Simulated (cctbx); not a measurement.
# Symmetry from intensities

Cell: a = 9.9440 Å, b = 3.2170 Å, c = 11.4960 Å, α = 90.00°, β = 90.00°, γ = 90.00°. Expected content of the cell: Pb4 Sc8 O16.

Simulated single-crystal data (cctbx): synchrotron X-rays, λ = 0.7749 Å, to d = 0.8 Å, 80 % of the full sphere, strongest reflection 5000 counts, noise from counting, a 1.5 % proportional error and a noise floor of 8 counts (s.d.); no absorption.

Tests on the unmerged data give:

```text
2354 reflections to d = 0.801 A
centring   violations  <I/sigma> of those
    A        211 of  1164      2.1
    B        607 of  1163      9.3
    C        590 of  1167      9.1
    I        599 of  1174      9.5
    R        812 of  1572      9.5
    F        704 of  1747      6.8
Laue class    unique    Rint  (classes that these axes allow; Friedel mates merged)
P -1             1420   0.032
P 1 2/m 1         874   0.037
P 1 1 2/m         784   0.038
P 2/m 1 1         783   0.038
P m m m           489   0.042
space group    extra absences  I>4sigma  <I/sigma>
P 2 2 2                 0          0         -  acentric
P 2 2 21               10          0       0.2  acentric
P 21 2 2                7          0       0.2  acentric
P 2 21 2                4          0      -0.4  acentric
P 21 21 2              11          0      -0.0  acentric
P 2 21 21              14          0      -0.0  acentric
P 21 2 21              17          0       0.2  acentric
P 21 21 21             21          0       0.1  acentric
P m m 2                 0          0         -  acentric
P 2 m m                 0          0         -  acentric
P m 2 m                 0          0         -  acentric
P 21 m a               59          0      -0.0  acentric
P m 2 a                59          0      -0.0  acentric
P n m 21               68          0      -0.1  acentric
P n 21 m               68          0      -0.1  acentric
P n 21 a              127          0      -0.1  acentric
P m m m                 0          0         -  centric
P m m a                59          0      -0.0  centric
P n m m :1             68          0      -0.1  centric
P n m m :2             68          0      -0.1  centric
P n m a               127          0      -0.1  centric
Wilson B = 1.37 A^2   <|E^2-1|> = 0.925 (0.968 centric, 0.736 acentric)   E^2>4: 1.2 %
shell (A)         n   <I/sigma>
11.50 - 1.60     77     26.4
 1.60 - 1.27     66     21.9
 1.27 - 1.11     56     20.1
 1.11 - 1.01     64     17.7
 1.01 - 0.94     63     17.1
 0.94 - 0.88     57     13.5
 0.88 - 0.84     53     15.2
 0.84 - 0.80     53     13.3
```

**Question.** What are the lattice type, the Laue class and the likely space group?

Every centring test has many violations, so the lattice is primitive.

Rint stays low (0.032 to 0.042) up to P m m m, the highest class in these axes.

21 settings pass the absence test. The most absences obeyed, 127, belong to P n 21 a and P n m a, which absences can't tell apart.

⟨|E²−1|⟩ = 0.925 leans to a centrosymmetric structure. The Wilson B of 1.37 Å² means U ≈ 0.0174 Å².

The true group is Pnma (no. 62), Laue class mmm, centrosymmetric. The tables only narrow the choice to the tied entries; cell content, site symmetry and trial solutions must settle it.

The model was made for the exercise: a known structure type with other elements put in, its volume estimated, not relaxed; displacement parameters are assumed.

[Logs are printed without paths, hosts, clocks, repeated set-up lines and the standing remarks that a program may print on its own settings, such as how far it seeks lower states.]
